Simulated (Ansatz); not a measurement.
**Moving the knobs of a GW run on SnO2 (Cassiterite)**

A base run on SnO2 (Cassiterite), then changed inputs.

Calculated with Ansatz 0.2.0; G0W0 on PBE, plane waves, PAW.

## 1. Set-up

Symmetry: P4_2/mnm, No. 136, tetragonal system. Conventional cell: a = 4.738 Å, b = 4.738 Å, c = 3.187 Å, α = 90.00°, β = 90.00°, γ = 90.00°. Nearest to Sn lie 6 O at 2.05 to 2.06 Å. Nearest to O lie 3 Sn at 2.05 to 2.06 Å. Farther neighbours and most contacts between anions are not listed.

The cell and positions come from the Crystallography Open Database and are kept as given unless a step says otherwise. The default PAW set here is soft_1. Its files were made with PBE.

## 2. The base run: 4×4×4 mesh, 263 empty bands, screening to 138 eV

Now the one-shot GW correction: screening in the RPA, then the self-energy of the levels asked for.

Input file input.yaml:

```yaml
crystal:
  lattice:
    - [4.738, 0.0, 0.0]
    - [0.0, 4.738, 0.0]
    - [0.0, 0.0, 3.1865]
  atoms:
    - { symbol: Sn, position: [0.0, 0.0, 0.0] }
    - { symbol: Sn, position: [0.5, 0.5, 0.5] }
    - { symbol: O, position: [0.3071, 0.3071, 0.0] }
    - { symbol: O, position: [0.1929, 0.8071, 0.5] }
    - { symbol: O, position: [0.6929, 0.6929, 0.0] }
    - { symbol: O, position: [0.8071, 0.1929, 0.5] }
kpoints:
  mp_grid: { grid: [4, 4, 4] }
hamiltonian:
  xc: pbe
  pseudopotentials: { kind: paw, azcp: { folder: "./paw" } }
scf:
  occupations: { method: fixed }
gw:
  n_empty_bands: 263
  ecut_chi: 138
  qp_bands: [v2, c2]
  qp_kpoints: band_edges
  screening: { model: contour_deformation }
```

The run is started by

```
> ansatz run input.yaml --threads 3 --pin off --max-ram 92160MiB --backend cuda --events-out ev --progress --plain --runs-dir out --devices 1 --max-vram 13GiB
```

Numbers of over 12 decimals in the logs are rounded to 6 here.

What it wrote:

```text
GPUs: using 1 of 1 available (devices: 1).
Engine: ansatz 0.2.0, x86_64-unknown-linux-gnu
Pseudopotentials: kind: paw
Pseudopotential: Sn, paw, valence charge 14, recommended cutoff 420 eV (normal), <dir>
Pseudopotential: O, paw, valence charge 6, recommended cutoff 420 eV (normal), <dir>
Functional definition: PBE
  parameter kappa = 0.804
  parameter beta = 0.066725
  exchange = pbe_x(kappa = kappa, mu = beta*pi^2/3)
  correlation = pbe_c(beta = beta)
device memory: the entry about to start is reckoned to put 0.8 GiB on a device that reports 52.2 GiB free (of which the cap on the GPU budget leaves the run 13.0 GiB)
GPU FFT provider: cuFFT
GPU libraries: cuBLAS 13.8.2, cuFFT 12.4.0, cuSOLVER 12.3.4
Crystal: 6 atoms, lattice volume = 71.533 Å³
Basis set: ecut = 420 eV, 1411 PW (Γ)
Bands: 32, of which v1, the nominal top of the filled ones, is band 26 counted from 1 (25 counted from 0)
Symmetry: 16 space group operations
Space group: P42/mnm (ITA 136), of the structure as read, at distance tolerance 4.2e-5 Å
k-points: 18 of 64
Non-local potential: Sn, projectors of the file, l = 0: 2, l = 1: 2, l = 2: 2, l = 3: 1
Non-local potential: O, projectors of the file, l = 0: 2, l = 1: 2, l = 2: 1
PAW form: soft (Blöchl's): semilocal exchange-correlation on the pseudo side does not see the compensation charge
PAW one-centre angular grid: Sn, 590 points (default); XC on 64 Gauss nodes
PAW one-centre angular grid: O, 110 points (default); XC on 64 Gauss nodes
Initial density: superposition of atomic densities (chi_scale 0.1, normalization cell, long waves kept (reshape's long-wave potential 0.00 eV rms))
Initial wavefunctions: pseudopotential atomic-orbital guess
GPU buffer pool allocated for 24576 grid points (all kernels)
GPU transforms: local potential and band sums: pruned to the plane-wave sphere, on 32×32×24
Functional: x = pbe(κ = 0.804, μ = 0.219515), c = pbe(β = 0.066725)
SCF iter   1: F=—  HF=-14318.853596 eV  |F-HF|=—  |Δ(HF+E_count)|=         —  Δρ=8.12e-2  dr2=3.77e0  ethr=3.10e-3  ⟨swp⟩=4.0  Hψ=2221  notcnv=0  defer=70
preconditioner: auto → Resta (q_TF=auto, 2.587 Å⁻¹)  ε∞=3.5  [insulator: Δε(μ)=1.761 eV  Ē_g=20.196 eV  n_scr=18 (ndim 8)  ℏωp=31.7 eV  f_vac=0.000  ε∞_Penn≈3.5]
SCF iter   2: F=—  HF=-14318.046993 eV  |F-HF|=—  |Δ(HF+E_count)|=   8.07e-1  Δρ=3.73e-2  dr2=5.16e-1  ethr=3.10e-3  ⟨swp⟩=2.3  Hψ=1085  notcnv=0  defer=68
SCF iter   3: F=—  HF=-14318.004407 eV  |F-HF|=—  |Δ(HF+E_count)|=   4.26e-2  Δρ=1.34e-2  dr2=9.79e-2  ethr=9.92e-4  ⟨swp⟩=3.0  Hψ=771  notcnv=0  defer=72
SCF iter   4: F=—  HF=-14318.008972 eV  |F-HF|=—  |Δ(HF+E_count)|=   4.57e-3  Δρ=2.17e-3  dr2=2.78e-3  ethr=1.88e-4  ⟨swp⟩=2.6  Hψ=794  notcnv=0  defer=72
[...]
E_ewald      = -4182.851779
  E_smearing   = -0.000000  (= −TS)
  E_closure    = -0.000000  (closes the sum)
  Σ components = -14318.012188   (vs F -14318.012188, Δ=0.00e0)
--- Band table (eV; the first three rows and the last of 18) ---
  k-point 0: bands = [... 22 lower, 8.3491, 8.7946, 8.7946, 9.5660, 10.8482, 15.7386, 15.9432, 15.9432, ... 2 higher]
  k-point 1: bands = [... 22 lower, 7.0555, 8.7303, 8.7303, 9.0674, 13.4234, 16.5228, 18.0231, 18.0231, ... 2 higher]
  k-point 2: bands = [... 22 lower, 7.9163, 7.9163, 8.3116, 8.3116, 15.8081, 15.8081, 19.3580, 19.3580, ... 2 higher]
  k-point 17: bands = [... 22 lower, 8.5990, 8.5990, 8.7346, 8.7346, 14.5108, 14.5108, 18.4671, 18.4671, ... 2 higher]
--- G₀W₀: contour deformation, 7 samples at zero and on the imaginary axis and 2 off it, 64 q-points, 263 empty bands' worth ---
  eigenvalues of the whole cell's RPA ε∞ on this k-mesh (on a slab, of 1 + 4πα/V) = 4.4681, 4.4681, 4.7552; static W/v taken at q = 0 is 0.217058
  bands read: the sum over 289 bands ends inside a degenerate multiplet in 12 slots, whose members it reads at an even weight; the widest, k=1: bands 289 to 290 (counted from 1) at 1/2 each
  gw.qp_kpoints: band_edges: 9 of 18 stored k-points solved, in 1 pass; an edge of the gap read off the rows below is read off those points alone
    valence top: of the k-points left out ik 10 came nearest to being solved in a further pass, in band 26 (counted from 1, as in the quasiparticle table): it holds the edge there only if its correction is more favourable than any solved in that band by at least 0.398 eV; those differ by 0.266 eV
    conduction bottom: of the k-points left out ik 4 came nearest to being solved in a further pass, in band 27 (counted from 1, as in the quasiparticle table): it holds the edge there only if its correction is more favourable than any solved in that band by at least 3.057 eV; those differ by 0.615 eV
  `?` marks the rows in doubt; gw_qp.tsv's column doubts and the gw_qp event give each row's grounds
    ik  band        ε_KS         Σx   Σc(E_QP)       V_xc       Z   E_QP_lin       E_QP  E_QP is
     0    25      8.7946   -26.4269     4.8923   -20.7668  0.7503     8.0155     8.0269  root
     0    26      9.5660   -27.1776     5.2296   -21.1420  0.7508     8.7476     8.7600  root
     0    27     10.8482   -14.4379    -3.4451   -18.5895  0.8224    11.5596    11.5547  root
     0    28     15.7386   -12.1295    -4.7104   -17.8565  0.8018    16.7750    16.7552  root
     1    25      8.7303   -26.6299     4.9987   -20.8182  0.7495     7.9039     7.9173  root
     1    26      9.0674   -26.5172     5.2970   -20.3309  0.7477     8.1613     8.1781  root
     1    27     13.4234   -15.7301    -3.6401   -20.3993  0.8001    14.4670    14.4524  root
     1    28     16.5228   -13.9117    -4.9843   -20.1939  0.7806    17.8600    17.8207  root ?
     2    25      8.3116   -26.2913     5.4008   -19.9300  0.7421     7.3285     7.3512  root
[...]
17    25      8.7346   -26.6265     5.4078   -20.3061  0.7444     7.8036     7.8220  root
    17    26      8.7346   -26.6265     5.4078   -20.3061  0.7444     7.8036     7.8220  root
    17    27     14.5108   -13.3362    -4.3130   -18.6938  0.8104    15.5725    15.5555  root
    17    28     14.5108   -13.3362    -4.3130   -18.6938  0.8104    15.5725    15.5555  root
[key lines of the parts left out:]
SCF converged after 8 iterations
Free energy (F): -14318.012188 eV
Fermi energy:    9.565982 eV
```

The job ended after 29 s (1 × NVIDIA H100 80GB HBM3 (shared by 6 runs) with 3 threads of AMD EPYC 7R13 (Zen 3), shared host; peak memory 1.4 GiB; 18 s of CPU time).

Reading the cycles: dr2 is the Hartree energy of the density residual (eV), the measure of convergence; HF is the Harris–Foulkes estimate of the energy, which meets the free energy F at convergence.

This step gave:

```
bands summed                                 : 289
RPA ε∞ on this mesh (eigenvalues)            : 4.468, 4.468, 4.755
plane waves in the screening matrix          : 267
q-points in the mesh                         : 64
G0W0 gap on the mesh                         : 2.795 eV
k of the valence top                         : 0, 0, 0
k of the conduction bottom                   : 0, 0, 0
starting gap on the mesh                     : 1.282 eV
Z at the valence top                         : 0.7508
Z at the conduction bottom                   : 0.8224
least direct G0W0 gap on the computed points : 2.795 eV
```

The gap on the mesh goes from 1.28 eV to 2.79 eV, a correction of +1.51 eV. Between the two edge states, bare exchange in place of the xc potential would open the gap by 10.19 eV, and correlation takes back 8.67 eV.

## 3. Variant: low screening cutoff

Changes to input.yaml since step 2:

```diff
@@ -20,4 +20,4 @@
 gw:
-  n_empty_bands: 263
-  ecut_chi: 138
+  n_empty_bands: 213
+  ecut_chi: 25
   qp_bands: [v2, c2]
```

What it wrote:

```text
GPUs: using 1 of 1 available (devices: 1).
[...]
GPU FFT provider: cuFFT
GPU libraries: cuBLAS 13.8.2, cuFFT 12.4.0, cuSOLVER 12.3.4
Crystal: 6 atoms, lattice volume = 71.533 Å³
Basis set: ecut = 420 eV, 1411 PW (Γ)
Bands: 32, of which v1, the nominal top of the filled ones, is band 26 counted from 1 (25 counted from 0)
[... 1 set-up line as in the run before ...]
[...]
k-points: 18 of 64
[...]
GPU buffer pool allocated for 24576 grid points (all kernels)
[...]
SCF iter   1: F=—  HF=-14318.853596 eV  |F-HF|=—  |Δ(HF+E_count)|=         —  Δρ=8.12e-2  dr2=3.77e0  ethr=3.10e-3  ⟨swp⟩=4.0  Hψ=2221  notcnv=0  defer=70
[...]
SCF iter   8: F=-14318.012188 eV  HF=-14318.012188 eV  |F-HF|=5.66e-9  |Δ(HF+E_count)|=   1.63e-7  Δρ=2.31e-6  dr2=4.35e-9  ethr=1.92e-10  ⟨swp⟩=8.5  Hψ=2109  notcnv=0
SCF 1 converged in 8 iterations: F = -14318.012188 eV  dr2 = 4.35e-9
[...]
NSCF: frozen V_eff on 18 k-points, pencils in batches of 32, up to order 128
[...]
NSCF: frozen V_eff on 18 k-points
G₀W₀ screening: q 1/18
[... further progress lines ...]
SCF converged after 8 iterations
Free energy (F): -14318.012188 eV
[...]
Internal energy: -14318.012188 eV  (E = F + TS)
E sigma→0 (E₀):  -14318.012188 eV
Fermi energy:    9.565982 eV
[...]
--- Band table (eV; the first three rows and the last of 18) ---
  k-point 0: bands = [... 22 lower, 8.3491, 8.7946, 8.7946, 9.5660, 10.8482, 15.7386, 15.9432, 15.9432, ... 2 higher]
  k-point 1: bands = [... 22 lower, 7.0555, 8.7303, 8.7303, 9.0674, 13.4234, 16.5228, 18.0231, 18.0231, ... 2 higher]
  k-point 2: bands = [... 22 lower, 7.9163, 7.9163, 8.3116, 8.3116, 15.8081, 15.8081, 19.3580, 19.3580, ... 2 higher]
  k-point 17: bands = [... 22 lower, 8.5990, 8.5990, 8.7346, 8.7346, 14.5108, 14.5108, 18.4671, 18.4671, ... 2 higher]
[...]
0    25      8.7946   -26.4269     4.6695   -20.7668  0.7849     7.7836     7.8041  root
     0    26      9.5660   -27.1776     4.8978   -21.1420  0.7864     8.3993     8.4282  root
     0    27     10.8482   -14.4379    -3.2919   -18.5895  0.8429    11.7162    11.7079  root
     0    28     15.7386   -12.1295    -4.3361   -17.8565  0.8193    17.1661    17.1295  root
     1    25      8.7303   -26.6299     4.7815   -20.8182  0.7833     7.6768     7.7000  root
     1    26      9.0674   -26.5172     5.0010   -20.3309  0.7808     7.8466     7.8821  root
     1    27     13.4234   -15.7301    -3.4031   -20.3993  0.8260    14.7240    14.6894  root
     1    28     16.5228   -13.9117    -4.5408   -20.1939  0.8045    18.3302    18.2642  root
[...]
17    25      8.7346   -26.6265     5.1387   -20.3061  0.7769     7.5168     7.5528  root
    17    26      8.7346   -26.6265     5.1387   -20.3061  0.7769     7.5168     7.5528  root
    17    27     14.5108   -13.3362    -3.9016   -18.6938  0.8297    15.9983    15.9669  root
    17    28     14.5108   -13.3362    -3.9016   -18.6938  0.8297    15.9983    15.9669  root
```

Elapsed: 28 s, on 1 × NVIDIA H100 80GB HBM3 (shared by 6 runs) with 3 threads; peak memory 1.2 GiB; 18 s of CPU time.

Against the base:

| setting | base | variant |
| --- | --- | --- |
| empty bands | 263 | 213 |
| screening cutoff (eV) | 138 | 25 |

| quantity | variant | base |
| --- | --- | --- |
| starting gap on the mesh | 1.282 | 1.282 |
| G0W0 gap on the mesh | 3.280 | 2.795 |
| least direct G0W0 gap on the computed points | 3.280 | 2.795 |
| Z at the valence top | 0.786 | 0.751 |
| Z at the conduction bottom | 0.843 | 0.822 |

## 4. Variant: all filled levels at the zone centre

Changes to input.yaml since step 3:

```diff
@@ -20,6 +20,6 @@
 gw:
-  n_empty_bands: 213
-  ecut_chi: 25
-  qp_bands: [v2, c2]
-  qp_kpoints: band_edges
+  n_empty_bands: 162
+  ecut_chi: 100
+  qp_bands: [lowest, c2]
+  qp_kpoints: [[0, 0, 0]]
   screening: { model: contour_deformation }
```

What it wrote:

```text
GPUs: using 1 of 1 available (devices: 1).
[...]
GPU FFT provider: cuFFT
GPU libraries: cuBLAS 13.8.2, cuFFT 12.4.0, cuSOLVER 12.3.4
Crystal: 6 atoms, lattice volume = 71.533 Å³
Basis set: ecut = 420 eV, 1411 PW (Γ)
Bands: 32, of which v1, the nominal top of the filled ones, is band 26 counted from 1 (25 counted from 0)
[... 1 set-up line as in the run before ...]
[...]
k-points: 18 of 64
[...]
GPU buffer pool allocated for 24576 grid points (all kernels)
[...]
SCF iter   1: F=—  HF=-14318.853596 eV  |F-HF|=—  |Δ(HF+E_count)|=         —  Δρ=8.12e-2  dr2=3.77e0  ethr=3.10e-3  ⟨swp⟩=4.0  Hψ=2221  notcnv=0  defer=70
[...]
SCF iter   8: F=-14318.012188 eV  HF=-14318.012188 eV  |F-HF|=5.66e-9  |Δ(HF+E_count)|=   1.63e-7  Δρ=2.31e-6  dr2=4.35e-9  ethr=1.92e-10  ⟨swp⟩=8.5  Hψ=2109  notcnv=0
SCF 1 converged in 8 iterations: F = -14318.012188 eV  dr2 = 4.35e-9
[...]
G₀W₀ screening: q 1/18
[... further progress lines ...]
SCF converged after 8 iterations
Free energy (F): -14318.012188 eV
[...]
Internal energy: -14318.012188 eV  (E = F + TS)
E sigma→0 (E₀):  -14318.012188 eV
Fermi energy:    9.565982 eV
[...]
--- Band table (eV; the first three rows and the last of 18) ---
  k-point 0: bands = [... 22 lower, 8.3491, 8.7946, 8.7946, 9.5660, 10.8482, 15.7386, 15.9432, 15.9432, ... 2 higher]
  k-point 1: bands = [... 22 lower, 7.0555, 8.7303, 8.7303, 9.0674, 13.4234, 16.5228, 18.0231, 18.0231, ... 2 higher]
  k-point 2: bands = [... 22 lower, 7.9163, 7.9163, 8.3116, 8.3116, 15.8081, 15.8081, 19.3580, 19.3580, ... 2 higher]
  k-point 17: bands = [... 22 lower, 8.5990, 8.5990, 8.7346, 8.7346, 14.5108, 14.5108, 18.4671, 18.4671, ... 2 higher]
[...]
0     1    -11.5405   -41.9704     8.3397   -31.2501  0.7256   -14.0398   -13.9210  root ?
     0     2    -10.7718   -43.2747     7.4112   -33.1977  0.7661   -13.5500   -13.4375  root ?
     0     3    -10.4844   -44.9339     6.7413   -35.3131  0.7861   -13.5283   -13.3640  root ?
     0     4    -10.4611   -45.4291     6.9646   -35.4996  0.7938   -13.5835   -13.4260  root ?
     0     5    -10.4611   -45.4291     6.9646   -35.4996  0.7938   -13.5835   -13.4260  root ?
     0     6    -10.3746   -45.0079     7.0183   -35.1559  0.7758   -13.3545   -13.2082  root ?
     0     7    -10.3365   -45.2604     6.7333   -35.6100  0.7890   -13.4390   -13.2535  root ?
     0     8    -10.2475   -45.5657     6.7069   -35.9517  0.7842   -13.3230   -13.1546  root ?
     0     9    -10.2128   -45.6017     6.7268   -35.9873  0.7836   -13.2681   -13.1005  root ?
     0    10    -10.2128   -45.6017     6.7268   -35.9873  0.7836   -13.2681   -13.1005  root ?
     0    11     -9.3557   -33.6773     9.8576   -22.3551  0.6807   -10.8934   -10.8203  root
     0    12     -7.5232   -33.2845    10.2869   -21.7419  0.6763    -8.8181    -8.7789  root
     0    13     -7.5232   -33.2845    10.2869   -21.7419  0.6763    -8.8181    -8.7789  root
     0    14     -5.7203   -37.6271     8.8455   -27.1499  0.7205    -7.4169    -7.3521  root
     0    15      1.4812   -24.6408     5.4880   -18.2395  0.7492     0.5661     0.5678  root
     0    16      5.5206   -24.3516     5.1586   -18.3735  0.7203     4.6816     4.7012  root
     0    17      5.5206   -24.3516     5.1586   -18.3735  0.7203     4.6816     4.7012  root
     0    18      5.6130   -24.6395     5.0153   -18.8232  0.7332     4.7963     4.8120  root
[...]
0    25      8.7946   -26.4269     5.0441   -20.7668  0.7526     8.1716     8.1787  root
     0    26      9.5660   -27.1776     5.3839   -21.1420  0.7529     8.9065     8.9143  root
     0    27     10.8482   -14.4379    -3.3404   -18.5895  0.8251    11.6663    11.6593  root
     0    28     15.7386   -12.1295    -4.5545   -17.8565  0.8031    16.9411    16.9111  root
```

The job ended after 26 s (1 × NVIDIA H100 80GB HBM3 (shared by 6 runs) with 3 threads; peak memory 1.1 GiB; 10 s of CPU time).

Absolute levels on the run's own zero. QP, by row:

| k index | band | KS (eV) | Sigma_x (eV) | Sigma_c (eV) | Vxc (eV) | Z | QP linearised (eV) | QP (eV) | source | doubts |
| --- | --- | --- | --- | --- | --- | --- | --- | --- | --- | --- |
| 0 | 1 | -11.54 | -41.97 | 8.34 | -31.25 | 0.7256 | -14.04 | -13.92 | root | energies_apart |
| 0 | 2 | -10.77 | -43.27 | 7.411 | -33.2 | 0.7661 | -13.55 | -13.44 | root | energies_apart |
| 0 | 3 | -10.48 | -44.93 | 6.741 | -35.31 | 0.7861 | -13.53 | -13.36 | root | energies_apart |
| 0 | 4 | -10.46 | -45.43 | 6.965 | -35.5 | 0.7938 | -13.58 | -13.43 | root | energies_apart |
| 0 | 5 | -10.46 | -45.43 | 6.965 | -35.5 | 0.7938 | -13.58 | -13.43 | root | energies_apart |
| 0 | 6 | -10.37 | -45.01 | 7.018 | -35.16 | 0.7758 | -13.35 | -13.21 | root | energies_apart |
| 0 | 7 | -10.34 | -45.26 | 6.733 | -35.61 | 0.789 | -13.44 | -13.25 | root | energies_apart |
| 0 | 8 | -10.25 | -45.57 | 6.707 | -35.95 | 0.7842 | -13.32 | -13.15 | root | energies_apart |
| 0 | 9 | -10.21 | -45.6 | 6.727 | -35.99 | 0.7836 | -13.27 | -13.1 | root | energies_apart |
| 0 | 10 | -10.21 | -45.6 | 6.727 | -35.99 | 0.7836 | -13.27 | -13.1 | root | energies_apart |
| 0 | 11 | -9.356 | -33.68 | 9.858 | -22.36 | 0.6807 | -10.89 | -10.82 | root |  |
| 0 | 12 | -7.523 | -33.28 | 10.29 | -21.74 | 0.6763 | -8.818 | -8.779 | root |  |
| 0 | 13 | -7.523 | -33.28 | 10.29 | -21.74 | 0.6763 | -8.818 | -8.779 | root |  |
| 0 | 14 | -5.72 | -37.63 | 8.845 | -27.15 | 0.7205 | -7.417 | -7.352 | root |  |
| 0 | 15 | 1.481 | -24.64 | 5.488 | -18.24 | 0.7492 | 0.5661 | 0.5678 | root |  |
| 0 | 16 | 5.521 | -24.35 | 5.159 | -18.37 | 0.7203 | 4.682 | 4.701 | root |  |
| 0 | 17 | 5.521 | -24.35 | 5.159 | -18.37 | 0.7203 | 4.682 | 4.701 | root |  |
| 0 | 18 | 5.613 | -24.64 | 5.015 | -18.82 | 0.7332 | 4.796 | 4.812 | root |  |
| 0 | 19 | 6.468 | -24.29 | 5.745 | -17.49 | 0.7212 | 5.371 | 5.413 | root |  |
| 0 | 20 | 7.528 | -25.77 | 4.578 | -20.6 | 0.7542 | 6.937 | 6.944 | root |  |
| 0 | 21 | 7.642 | -27.16 | 4.407 | -22.14 | 0.7625 | 7.025 | 7.032 | root |  |
| 0 | 22 | 8.349 | -26.92 | 4.465 | -21.88 | 0.7625 | 7.766 | 7.772 | root |  |
| 0 | 23 | 8.349 | -26.92 | 4.465 | -21.88 | 0.7625 | 7.766 | 7.772 | root |  |
| 0 | 24 | 8.795 | -26.43 | 5.044 | -20.77 | 0.7526 | 8.172 | 8.179 | root |  |
| 0 | 25 | 8.795 | -26.43 | 5.044 | -20.77 | 0.7526 | 8.172 | 8.179 | root |  |
| 0 | 26 | 9.566 | -27.18 | 5.384 | -21.14 | 0.7529 | 8.906 | 8.914 | root |  |
| 0 | 27 | 10.85 | -14.44 | -3.34 | -18.59 | 0.8251 | 11.67 | 11.66 | root |  |
| 0 | 28 | 15.74 | -12.13 | -4.554 | -17.86 | 0.8031 | 16.94 | 16.91 | root |  |

Against the base:

| setting | base | variant |
| --- | --- | --- |
| empty bands | 263 | 162 |
| screening cutoff (eV) | 138 | 100 |
| levels asked | v2 to c2 | lowest to c2 |
| points asked | band edges | [[0, 0, 0]] |

## 5. What came out

| Item | Value |
| --- | --- |
| base | 2.79 eV, 29 s |
| low screening cutoff | 3.28 eV, 28 s |
| all filled levels at the zone centre | direct gap at the listed points 2.75 eV, 26 s |

**Reading.** Low screening cutoff: the gap moves by +0.49 eV; such settings are too crude to quote. The variant differs from the base in empty bands and screening cutoff together, so the change can't be laid to one of them. All filled levels at the zone centre: only the listed points were computed; the least direct gap there is 2.75 eV, with empty bands, screening cutoff, levels asked and points asked changed against the base. All runs here use a coarse mesh and modest cutoffs; they test settings and are not final values. The 4×4×4 mesh is coarse for this cell (its supercell is 13 Å along the shortest edge). The RPA ε∞ on it, from the PBE start, is 4.47 and 4.76; such meshes misread the long-range screening, most where the gap is narrow. The many-body steps are scalar-relativistic: spin-orbit coupling is not in them.

[Paths, hosts, dates, memory and timing lines, banners, echoed tables and standing remarks are left out of the program output.]

[Logs are printed without paths, hosts, clocks, repeated set-up lines and the standing remarks that a program may print on its own settings, such as how far it seeks lower states.]

[Runs of the session that timed out or met a known fault of the program may be left out.]

[Cells called generated may have been cut or substituted from an entry of the Crystallography Open Database or the Materials Project.]

[Hosts, paths, dates, database ids (printed as entryN), source tags and the programs' standing remarks are cut or masked in the printed files.]
